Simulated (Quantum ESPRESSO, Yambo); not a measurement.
Planning a run of Yambo 5.3.0 on MoS2 (P6_3/mmc). The input:

```
HF_and_locXC
gw0
dyson
ppa
em1d
rim_cut
RandQpts= 1000000
RandGvec= 1 RL
EXXRLvcs= 72 Ry
VXCRLvcs= 288 Ry
Chimod= "HARTREE"
% BndsRnXp
 1 | 51 |
%
NGsBlkXp= 9 Ry
% LongDrXp
 1 | 1 | 1 |
%
% GbndRnge
 1 | 51 |
%
DysSolver= "n"
ExtendOut
PPAPntXp= 27.21138 eV
% QPkrange
 1 | 1 | 25 | 28 |
 9 | 9 | 25 | 28 |
 13 | 13 | 25 | 28 |
%
```

The database entry behind the starting cell differs from later determinations by our own check (about 0.3 % long), so it need not match the best structure at ambient conditions.

```sh
OMP_NUM_THREADS=2 mpirun -n 4 yambo -F gw1.in -J gw1 -C gw1 > gw1.log
```

The stored states that it reads are on a 6×6×2 mesh. It takes space group P6_3/mmc (No. 194, hexagonal). The conventional cell has a = 3.169 Å, b = 3.169 Å, c = 12.324 Å, α = 90.00°, β = 90.00°, γ = 120.00°. Nearest to Mo lie 6 S at 2.41 Å. Nearest to S lie 3 Mo at 2.41 Å. Farther neighbours and most contacts between anions are not listed.

Estimate wall time and host memory on 4 MPI ranks of Arm Neoverse V2, shared host.

It took 82 s; on shared hardware allow 41 s to 2.7 min. Peak host memory was 3.7 GiB.

The screening grows as filled bands × empty bands × pairs of k points, times the square of the screening basis for the matrix.

[Paths, hosts, dates, memory and timing lines, banners, echoed tables and standing remarks are left out of the program output.]

[Logs are printed without paths, hosts, clocks, repeated set-up lines and the standing remarks that a program may print on its own settings, such as how far it seeks lower states.]

[Runs of the session that timed out or met a known fault of the program may be left out.]

[Hosts, paths, dates, database ids (printed as entryN), source tags and the programs' standing remarks are cut or masked in the printed files.]
